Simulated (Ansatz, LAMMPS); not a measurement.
# Charge trapping in amorphous 59Ga2O3-41P2O5 (mol %) (64 atoms)

Aim: add and remove one electron in amorphous 59Ga2O3-41P2O5 (mol %) (64 atoms), with atoms held and relaxed, and read trapping energy and localisation.

Method: Kohn-Sham DFT, PBE, PAW (set soft_1), plane waves, in Ansatz 0.2.0.

## 1. The starting structure

The cell holds 64 atoms: 13 Ga, 9 P and 42 O. Cell: a = 9.208 Å, b = 9.208 Å, c = 9.208 Å, α = 90.0°, β = 90.0°, γ = 90.0°. 64 atoms (13 Fe, 9 P, 42 O) placed at random at 3.33 g/cm³, melted at 5000 K for 10 ps at fixed volume with the Morse and Coulomb pair potential with partial charges (Pedone, Malavasi, Menziani, Cormack and Segre, J. Phys. Chem. B 110, 11780 (2006)). Quenched from 5000 K to 300 K at 100 K/ps and fixed volume, held 10 ps at zero pressure, then minimised at fixed cell. Then Fe was replaced by Ga and the cell scaled by 1.005 (the potential has no terms for the new elements, so the cell is a start for a DFT relaxation).

What the set-up can't give: The quench rate of 100 K/ps is many orders above laboratory rates, so the cell is likely richer in defects and strain than a real sample. The network of bonds at the start is that of the classical potential that made the cell, and needn't be the one that DFT or experiment would give. Only the Γ point is sampled, in a cell whose shortest periodic width is 9 Å.

## 2. Single point at the start

A single point comes first, to see the forces before anything moves.

input.yaml reads:

```yaml
crystal:
  lattice:
    - [9.20781, 0.0, 0.0]
    - [0.0, 9.20781, 0.0]
    - [0.0, 0.0, 9.20781]
  atoms:
    - { symbol: Ga, position: [0.42725, 0.28394, 0.86081] }
    - { symbol: Ga, position: [0.96322, 0.86844, 0.90074] }
    - { symbol: Ga, position: [0.0369, 0.89068, 0.26726] }
    - { symbol: Ga, position: [0.96799, 0.04255, 0.58067] }
    - { symbol: Ga, position: [0.5905, 0.92336, 0.33269] }
    - { symbol: Ga, position: [0.9684, 0.56033, 0.04224] }
    - { symbol: Ga, position: [0.83627, 0.24473, 0.95703] }
    - { symbol: Ga, position: [0.3822, 0.34834, 0.53581] }
    - { symbol: Ga, position: [0.42799, 0.76827, 0.05713] }
    - { symbol: Ga, position: [0.63061, 0.04741, 0.66441] }
    - { symbol: Ga, position: [0.92534, 0.67742, 0.66297] }
    - { symbol: Ga, position: [0.76078, 0.39753, 0.60501] }
    - { symbol: Ga, position: [0.57679, 0.66156, 0.54801] }
    - { symbol: P, position: [0.28747, 0.99906, 0.48251] }
    - { symbol: P, position: [0.64483, 0.00859, 0.98266] }
    - { symbol: P, position: [0.21618, 0.56763, 0.27458] }
    - { symbol: P, position: [0.79068, 0.20399, 0.32615] }
    - { symbol: P, position: [0.64894, 0.55481, 0.88896] }
    - { symbol: P, position: [0.08276, 0.34416, 0.73324] }
    - { symbol: P, position: [0.78421, 0.67017, 0.32201] }
    - { symbol: P, position: [0.28868, 0.76765, 0.70857] }
    - { symbol: P, position: [0.20814, 0.06143, 0.0264] }
    - { symbol: O, position: [0.97439, 0.45278, 0.66581] }
    - { symbol: O, position: [0.81866, 0.22594, 0.16616] }
    - { symbol: O, position: [0.38668, 0.92178, 0.37698] }
    - { symbol: O, position: [0.31214, 0.15934, 0.46929] }
    - { symbol: O, position: [0.89057, 0.89612, 0.6903] }
    - { symbol: O, position: [0.33708, 0.64528, 0.19118] }
    - { symbol: O, position: [0.60425, 0.93801, 0.12437] }
    - { symbol: O, position: [0.61676, 0.6773, 0.9923] }
    - { symbol: O, position: [0.6404, 0.13664, 0.35684] }
    - { symbol: O, position: [0.11794, 0.68314, 0.3455] }
    - { symbol: O, position: [0.32559, 0.95255, 0.06673] }
    - { symbol: O, position: [0.62463, 0.88596, 0.54046] }
    - { symbol: O, position: [0.3327, 0.7485, 0.86467] }
    - { symbol: O, position: [0.30905, 0.92356, 0.63568] }
    - { symbol: O, position: [0.91121, 0.66785, 0.87564] }
    - { symbol: O, position: [0.81106, 0.00939, 0.96355] }
    - { symbol: O, position: [0.81412, 0.33799, 0.41724] }
    - { symbol: O, position: [0.06845, 0.20041, 0.65312] }
    - { symbol: O, position: [0.28838, 0.1973, 0.97805] }
    - { symbol: O, position: [0.10509, 0.06729, 0.15519] }
    - { symbol: O, position: [0.02199, 0.32707, 0.88764] }
    - { symbol: O, position: [0.88659, 0.09031, 0.3997] }
    - { symbol: O, position: [0.04012, 0.78891, 0.08178] }
    - { symbol: O, position: [0.27621, 0.46538, 0.39032] }
    - { symbol: O, position: [0.12875, 0.96034, 0.45409] }
    - { symbol: O, position: [0.77906, 0.20046, 0.7034] }
    - { symbol: O, position: [0.12936, 0.73113, 0.6911] }
    - { symbol: O, position: [0.50958, 0.46522, 0.87583] }
    - { symbol: O, position: [0.6861, 0.60011, 0.73166] }
    - { symbol: O, position: [0.82173, 0.63527, 0.48102] }
    - { symbol: O, position: [0.56695, 0.44263, 0.53672] }
    - { symbol: O, position: [0.61882, 0.68935, 0.33357] }
    - { symbol: O, position: [0.83557, 0.57448, 0.20185] }
    - { symbol: O, position: [0.60276, 0.16866, 0.96789] }
    - { symbol: O, position: [0.58369, 0.942, 0.84517] }
    - { symbol: O, position: [0.48645, 0.19571, 0.68603] }
    - { symbol: O, position: [0.38836, 0.67701, 0.61407] }
    - { symbol: O, position: [0.12013, 0.0068, 0.89478] }
    - { symbol: O, position: [0.76102, 0.43967, 0.93208] }
    - { symbol: O, position: [0.12462, 0.4911, 0.15827] }
    - { symbol: O, position: [0.24252, 0.38458, 0.72101] }
    - { symbol: O, position: [0.83613, 0.8261, 0.29738] }
kpoints:
  mp_grid: { grid: [1, 1, 1] }
hamiltonian:
  xc: pbe
  pseudopotentials: { kind: paw, azcp: { folder: soft_1 } }
scf:
  occupations: { method: fixed }
output:
  forces: true
```

On the command line:

```console
> ansatz run input.yaml --threads 4 --pin off --max-ram 8192MiB --backend cpu --events-out ev --progress --plain --runs-dir out
```

Numbers of over 12 decimals in the logs are rounded to 6 here.

The program printed:

```text
Engine: ansatz 0.2.0, aarch64-unknown-linux-gnu
Pseudopotentials: kind: paw
Pseudopotential: Ga, paw, valence charge 13, recommended cutoff 420 eV (normal), soft_1/Ga.paw.azcp
Pseudopotential: P, paw, valence charge 5, recommended cutoff 420 eV (normal), soft_1/P.paw.azcp
Pseudopotential: O, paw, valence charge 6, recommended cutoff 420 eV (normal), soft_1/O.paw.azcp
[... 5 lines on functional and potentials left out ...]
Crystal: 64 atoms, lattice volume = 780.673 Å³
Basis set: ecut = 420 eV, 15275 PW (Γ), exchange–correlation on 128×128×128 points (8 copies of the dense FFT grid, shifted against one another)
Bands: 297, of which v1, the nominal top of the filled ones, is band 233 counted from 1 (232 counted from 0)
Symmetry: 1 space group operations
Space group: P1 (ITA 1), of the structure as read, at distance tolerance 9.2e-5 Å
k-points: 1
[... 7 lines on functional and potentials left out ...]
Initial density: superposition of atomic densities (chi_scale 0.1, normalization cell, long waves kept (reshape's long-wave potential 0.80 eV rms))
Initial wavefunctions: pseudopotential atomic-orbital guess
Functional: x = pbe(κ = 0.804, μ = 0.219515), c = pbe(β = 0.066725)
SCF iter   1: F=—  HF=-79854.788891 eV  |F-HF|=—  |Δ(HF+E_count)|=         —  Δρ=1.26e-1  dr2=9.26e1  ethr=3.10e-3  ⟨swp⟩=5.0  Hψ=1047  notcnv=0  defer=62
preconditioner: auto → Resta (q_TF=auto, 2.503 Å⁻¹)  ε∞=3.4  [insulator: Δε(μ)=1.461 eV  Ē_g=18.502 eV  n_scr=202 (ndim 8)  ℏωp=28.7 eV  f_vac=0.082  ε∞_Penn≈3.4]
SCF iter   2: F=—  HF=-79829.207282 eV  |F-HF|=—  |Δ(HF+E_count)|=    2.56e1  Δρ=5.07e-2  dr2=1.25e1  ethr=3.10e-3  ⟨swp⟩=3.0  Hψ=552  notcnv=0  defer=61
SCF iter   3: F=—  HF=-79825.162850 eV  |F-HF|=—  |Δ(HF+E_count)|=    4.04e0  Δρ=1.84e-2  dr2=2.42e0  ethr=2.68e-3  ⟨swp⟩=3.0  Hψ=324  notcnv=0  defer=61
SCF iter   4: F=—  HF=-79824.673688 eV  |F-HF|=—  |Δ(HF+E_count)|=   4.89e-1  Δρ=6.82e-3  dr2=2.85e-1  ethr=5.19e-4  ⟨swp⟩=3.0  Hψ=509  notcnv=0  defer=62
SCF iter   5: F=—  HF=-79824.708300 eV  |F-HF|=—  |Δ(HF+E_count)|=   3.46e-2  Δρ=3.95e-3  dr2=1.11e-1  ethr=6.13e-5  ⟨swp⟩=3.0  Hψ=452  notcnv=0  defer=62
SCF iter   6: F=—  HF=-79824.722546 eV  |F-HF|=—  |Δ(HF+E_count)|=   1.42e-2  Δρ=1.54e-3  dr2=1.81e-2  ethr=2.38e-5  ⟨swp⟩=3.0  Hψ=507  notcnv=0  defer=62
SCF iter   7: F=—  HF=-79824.722695 eV  |F-HF|=—  |Δ(HF+E_count)|=   1.48e-4  Δρ=4.57e-4  dr2=2.29e-3  ethr=3.89e-6  ⟨swp⟩=3.0  Hψ=473  notcnv=0  defer=62
SCF iter   8: F=—  HF=-79824.723550 eV  |F-HF|=—  |Δ(HF+E_count)|=   8.56e-4  Δρ=2.09e-4  dr2=4.48e-4  ethr=4.91e-7  ⟨swp⟩=3.0  Hψ=486  notcnv=0  defer=62
SCF iter   9: F=—  HF=-79824.723774 eV  |F-HF|=—  |Δ(HF+E_count)|=   2.24e-4  Δρ=1.43e-4  dr2=1.57e-4  ethr=9.61e-8  ⟨swp⟩=3.0  Hψ=473  notcnv=0  defer=62
SCF iter  10: F=—  HF=-79824.723791 eV  |F-HF|=—  |Δ(HF+E_count)|=   1.67e-5  Δρ=3.84e-5  dr2=1.43e-5  ethr=3.36e-8  ⟨swp⟩=2.0  Hψ=469  notcnv=0  defer=62
SCF iter  11: F=—  HF=-79824.725040 eV  |F-HF|=—  |Δ(HF+E_count)|=   1.25e-3  Δρ=3.80e-5  dr2=1.02e-5  ethr=3.07e-9  ⟨swp⟩=3.0  Hψ=582  notcnv=0  defer=62
SCF iter  12: F=—  HF=-79824.725038 eV  |F-HF|=—  |Δ(HF+E_count)|=   2.23e-6  Δρ=8.24e-6  dr2=5.66e-7  ethr=2.20e-9  ⟨swp⟩=2.0  Hψ=432  notcnv=0  defer=62
SCF iter  13: F=—  HF=-79824.725038 eV  |F-HF|=—  |Δ(HF+E_count)|=   3.57e-8  Δρ=5.21e-6  dr2=2.01e-7  ethr=1.21e-10  ⟨swp⟩=3.0  Hψ=525  notcnv=0  defer=62
SCF iter  14: F=-79824.725038 eV  HF=-79824.725038 eV  |F-HF|=1.63e-8  |Δ(HF+E_count)|=   4.51e-8  Δρ=2.40e-6  dr2=4.20e-8  ethr=2.15e-11  ⟨swp⟩=5.0  Hψ=947  notcnv=0
SCF 1 converged in 14 iterations: F = -79824.725038 eV  dr2 = 4.20e-8
  greatest PAW one-centre occupation: 0.998 electrons in one spin orbital (limit 2), on the Ga atom at site 1 (counted from 0), in its partial waves of l = 2
SCF converged after 14 iterations
Free energy (F): -79824.725038 eV
Harris-Foulkes:  -79824.725038 eV  (|F-HF|=1.63e-8)
Internal energy: -79824.725038 eV  (E = F + TS)
E sigma→0 (E₀):  -79824.725038 eV
Fermi energy:    5.453534 eV
--- Per-component energies (eV) ---
  E_band       = -1968.726517
  E_kinetic    = 9285.596320
  E_local      = -43840.821526  (includes V_loc(G=0)·N_el)
  E_nonlocal   = 1350.313512
  E_hartree    = 21889.658694
  E_xc         = -4468.611029
  E_vxc        = -5095.719081  (∫ρ·V_xc dr)
  E_paw        = -37905.407895  (= ΣΔE_a)
  E_vpaw       = -7447.448722  (= ΣTr[D̂ρ^β])
  E_aug_tail   = 0.030375  (compensation charges beyond the density's cutoff)
  E_ewald      = -26135.483489
  E_smearing   = -0.000000  (= −TS)
  E_closure    = -0.000000  (closes the sum)
  Σ components = -79824.725038   (vs F -79824.725038, Δ=0.00e0)
--- Forces (eV/Å), atoms counted from 1 ---
  atom   1  Ga     0.66626389    -1.50266036    -0.01313401
  atom   2  Ga     1.13679834     0.36276654     1.61939983
  atom   3  Ga     0.76013626    -1.44008095    -2.03315020
  atom   4  Ga    -0.28087285     1.23584043    -0.05821816
  atom   5  Ga     0.55637283     1.50846357     1.51595343
  atom   6  Ga     1.19424425     2.42848709     1.13132488
  atom   7  Ga    -1.15614932    -0.87361495    -0.49026060
  atom   8  Ga     0.11553638    -0.65797739    -0.15715942
  atom   9  Ga    -1.72631432     0.16731384    -1.19109643
  atom  10  Ga    -0.31156190     0.73403886     0.90966342
  atom  11  Ga     1.21092109     0.44762920     0.76362302
  atom  12  Ga    -0.30235138    -2.45536871    -0.37641597
  atom  13  Ga    -0.56954318     0.21573848     0.29288849
  atom  14  P      1.70476205    -0.01396722    -0.47371267
[...]
atom  63  O      1.47546901     0.79190177     0.04242124
  atom  64  O      0.40957585     1.91435931     0.14454539
  max |Σ_I F_I| component: 4.13e-5 eV/Å
```

Wall time 7.5 s (4 threads of Arm Neoverse V2, shared host); peak memory 0.92 GiB; 28 s of CPU time.

Reading the cycles: dr2 is the Hartree energy of the density residual (eV), the measure of convergence; HF is the Harris–Foulkes estimate of the energy, which meets the free energy F at convergence.

The r.m.s. force at the start is 1.2 eV/Å.

## 3. Relaxation

The atoms are relaxed in the fixed cell, aiming at the force tolerance of the input.

input.yaml reads:

```yaml
crystal:
  lattice:
    - [9.20781, 0.0, 0.0]
    - [0.0, 9.20781, 0.0]
    - [0.0, 0.0, 9.20781]
  atoms:
    [... the 64 atom lines of step 2 ...]
kpoints:
  mp_grid: { grid: [1, 1, 1] }
hamiltonian:
  xc: pbe
  pseudopotentials: { kind: paw, azcp: { folder: soft_1 } }
scf:
  occupations: { method: fixed }
output:
  forces: true
relax:
  f_tol: 0.05
  max_steps: 120
```

The program printed:

```text
[...]
Crystal: 64 atoms, lattice volume = 780.673 Å³
Basis set: ecut = 420 eV, 15275 PW (Γ), exchange–correlation on 128×128×128 points (8 copies of the dense FFT grid, shifted against one another)
Bands: 297, of which v1, the nominal top of the filled ones, is band 233 counted from 1 (232 counted from 0)
Symmetry: 1 space group operations
[...]
k-points: 1
[...]
SCF iter   1: F=—  HF=-79854.788891 eV  |F-HF|=—  |Δ(HF+E_count)|=         —  Δρ=1.26e-1  dr2=9.26e1  ethr=3.10e-3  ⟨swp⟩=5.0  Hψ=1047  notcnv=0  defer=62
[...]
SCF iter   9: F=—  HF=-79824.725049 eV  |F-HF|=—  |Δ(HF+E_count)|=   2.21e-4  Δρ=1.44e-4  dr2=1.57e-4  ethr=9.60e-8  ⟨swp⟩=3.0  Hψ=473  notcnv=0  defer=62
SCF iter  10: F=-79824.725032 eV  HF=-79824.725041 eV  |F-HF|=8.55e-6  |Δ(HF+E_count)|=   7.99e-6  Δρ=3.76e-5  dr2=1.39e-5  ethr=1.34e-8  ⟨swp⟩=3.0  Hψ=985  notcnv=0
SCF 1 converged in 10 iterations: F = -79824.725032 eV  dr2 = 1.39e-5
[...]
relax step   1: F+E_penalty+E_count = -79824.72503215 eV  Δ(F+E_penalty+E_count) = +0.000e0 eV  max|allowed force component| = 2.781e0 eV/Å  Δτ_max = 0.0000 Å  (10 SCF iters, dr2 threshold 6.25e-5 eV, accepted)
[...]
relax step   2: F+E_penalty+E_count = -79828.12765970 eV  Δ(F+E_penalty+E_count) = -3.403e0 eV  max|allowed force component| = 1.782e0 eV/Å  Δτ_max = 0.1685 Å  (8 SCF iters, dr2 threshold 1.00e-4 eV, accepted)
[...]
relax step   3: F+E_penalty+E_count = -79829.93752639 eV  Δ(F+E_penalty+E_count) = -1.810e0 eV  max|allowed force component| = 1.339e0 eV/Å  Δτ_max = 0.1964 Å  (8 SCF iters, dr2 threshold 1.00e-4 eV, accepted)
relax step   4: F+E_penalty+E_count = -79830.73247785 eV  Δ(F+E_penalty+E_count) = -7.950e-1 eV  max|allowed force component| = 6.333e-1 eV/Å  Δτ_max = 0.2000 Å  (7 SCF iters, dr2 threshold 1.00e-4 eV, accepted)
relax step   5: F+E_penalty+E_count = -79831.13207119 eV  Δ(F+E_penalty+E_count) = -3.996e-1 eV  max|allowed force component| = 3.953e-1 eV/Å  Δτ_max = 0.2000 Å  (7 SCF iters, dr2 threshold 8.97e-5 eV, accepted)
relax step   6: F+E_penalty+E_count = -79831.35412773 eV  Δ(F+E_penalty+E_count) = -2.221e-1 eV  max|allowed force component| = 2.024e-1 eV/Å  Δτ_max = 0.2000 Å  (7 SCF iters, dr2 threshold 3.50e-5 eV, accepted)
relax step   7: F+E_penalty+E_count = -79831.37124580 eV  Δ(F+E_penalty+E_count) = -1.712e-2 eV  max|allowed force component| = 1.628e-1 eV/Å  Δτ_max = 0.1125 Å  (7 SCF iters, dr2 threshold 1.07e-5 eV, accepted)
relax step   8: F+E_penalty+E_count = -79831.37982042 eV  Δ(F+E_penalty+E_count) = -8.575e-3 eV  max|allowed force component| = 1.942e-1 eV/Å  Δτ_max = 0.0456 Å  (7 SCF iters, dr2 threshold 6.95e-6 eV, accepted)
relax step   9: F+E_penalty+E_count = -79831.39509163 eV  Δ(F+E_penalty+E_count) = -1.527e-2 eV  max|allowed force component| = 7.781e-2 eV/Å  Δτ_max = 0.0713 Å  (6 SCF iters, dr2 threshold 2.44e-5 eV, accepted)
[...]
relax step  10: F+E_penalty+E_count = -79831.39883105 eV  Δ(F+E_penalty+E_count) = -3.739e-3 eV  max|allowed force component| = 4.240e-2 eV/Å  Δτ_max = 0.0642 Å  (9 SCF iters, accepted)
SCF converged after 9 iterations
Free energy (F): -79831.398831 eV
[...]
Internal energy: -79831.398831 eV  (E = F + TS)
E sigma→0 (E₀):  -79831.398831 eV
Fermi energy:    4.666697 eV
[...]
Σ components = -79831.398831   (vs F -79831.398831, Δ=0.00e0)
--- Forces (eV/Å), atoms counted from 1 ---
  atom   1  Ga     0.01853714    -0.00986180    -0.00461241
  atom   2  Ga    -0.01013197    -0.00593861    -0.02673152
  atom   3  Ga    -0.01834568     0.00220212     0.02683146
  atom   4  Ga     0.00263385    -0.02140573    -0.01990151
[...]
atom  64  O      0.03297649     0.02317416     0.00101459
  max |Σ_I F_I| component: 2.68e-5 eV/Å
--- Relaxed structure (10 steps of the walk, 10 accepted, 0 SCFs on fresh bases) ---
  F+E_penalty+E_count = -79831.39883105 eV   max|allowed force component| = 4.240e-2 eV/Å
  atoms:
    - { symbol: Ga, position: [0.446667, 0.255928, 0.898450] }
    - { symbol: Ga, position: [0.979019, 0.884600, 0.900378] }
    - { symbol: Ga, position: [0.067991, 0.879132, 0.269724] }
    - { symbol: Ga, position: [0.918650, 0.052128, 0.588564] }
[...]
- { symbol: O, position: [0.871822, 0.841200, 0.342037] }
```

It took 50 s on 4 threads; peak memory 0.93 GiB; 3.2 min of CPU time.

The relaxation converged after 10 steps, 6.67 eV below its start, with a largest force component of 0.042 eV/Å.

(Continued in part 2 of 5.)

[Logs are printed without paths, hosts, clocks, repeated set-up lines and the standing remarks that a program may print on its own settings, such as how far it seeks lower states.]

[Hosts, paths, dates, database ids (printed as entryN), source tags and the programs' standing remarks are cut or masked in the printed files.]
